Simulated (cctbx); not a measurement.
**Reading a Patterson map**

Space group Cmmm (no. 65), a = 5.2750 Å, b = 8.1940 Å, c = 4.0280 Å, α = 90.00°, β = 90.00°, γ = 90.00°, content Nd2 Ge2 Co8.

The data are simulated with cctbx, not measured: synchrotron X-rays, λ = 0.6889 Å, to d = 0.8 Å, 80 % of the full sphere, strongest reflection 40000 counts, noise from counting, a 3 % proportional error and a noise floor of 4 counts (s.d.); no absorption.

Patterson synthesis, origin scaled to 1000:

```text
Patterson group C m m m
      u       v       w   height  length (A)
  0.000   0.000   0.000   1000.0     0.00
  0.000   0.500   0.500    495.7     4.57
  0.000   0.335   0.000    462.2     2.74
  0.250   0.250   0.500    395.0     3.16
  0.250   0.250   0.000    171.4     2.44
  0.000   0.500   0.000    153.7     4.10
  0.000   0.163   0.500    148.0     2.42
  0.243   0.412   0.500    122.0     4.14
  0.134   0.101   0.115     28.4     1.18
  0.110   0.306   0.311     18.4     2.87
  0.140   0.428   0.129     17.7     3.62
  0.114   0.217   0.165      9.8     1.99
  0.112   0.037   0.296      9.1     1.36
  0.158   0.500   0.281      7.3     4.33
```

**Question.** Which atom pairs make the peaks, and where is the heaviest atom?

A peak at u stands for all pairs with xi − xj = u, with weight Σ ZiZj against Σ Z² = 15080 at the origin. Peak heights follow these weights only roughly, since form factors, motion and series ripples differ, all vectors within 0.55 Å of a peak are counted as merged into it though the farther ones add only part of their weight, and F(000) is left out, which lowers the whole map:

| u | v | w | shortest length (Å) | height | 1000 ΣZiZj/ΣZ² | pairs in the cell |
| --- | --- | --- | --- | --- | --- | --- |
| 0.000 | 0.500 | 0.500 | 3.32 | 496 | 509 | 4 × Nd–Ge |
| 0.000 | 0.335 | 0.000 | 2.74 | 462 | 526 | 4 × Nd–Co, 2 × Co–Co |
| 0.250 | 0.250 | 0.500 | 3.16 | 395 | 430 | 4 × Nd–Co |
| 0.250 | 0.250 | 0.000 | 2.44 | 171 | 229 | 4 × Ge–Co |
| 0.000 | 0.500 | 0.000 | 2.64 | 154 | 193 | 4 × Co–Co |
| 0.000 | 0.163 | 0.500 | 2.42 | 148 | 229 | 4 × Ge–Co |
| 0.243 | 0.412 | 0.500 | 2.53 | 122 | 193 | 4 × Co–Co |

The table stops at ten peaks or at a height of 45, below which ripples compete. In the model behind the data Nd, the heaviest element, has 1 independent site: (0, 0, 0), up to an allowed shift of origin. No listed peak is a Nd–Nd vector, so the position follows from the cell content and the cross vectors. The whole model:

| atom | mult. | x | y | z | Ueq (Å²) |
| --- | --- | --- | --- | --- | --- |
| Nd1 | 2 | 0 | 0 | 0 | 0.0068 |
| Ge1 | 2 | 1/2 | 0 | 1/2 | 0.0093 |
| Co1 | 4 | 1/4 | 1/4 | 1/2 | 0.0076 |
| Co2 | 4 | 1/2 | 0.8342 | 0 | 0.0116 |

The model is made up (kin elements in a known structure type, no relaxation), so it says nothing on whether the phase exists.

[Logs are printed without paths, hosts, clocks, repeated set-up lines and the standing remarks that a program may print on its own settings, such as how far it seeks lower states.]
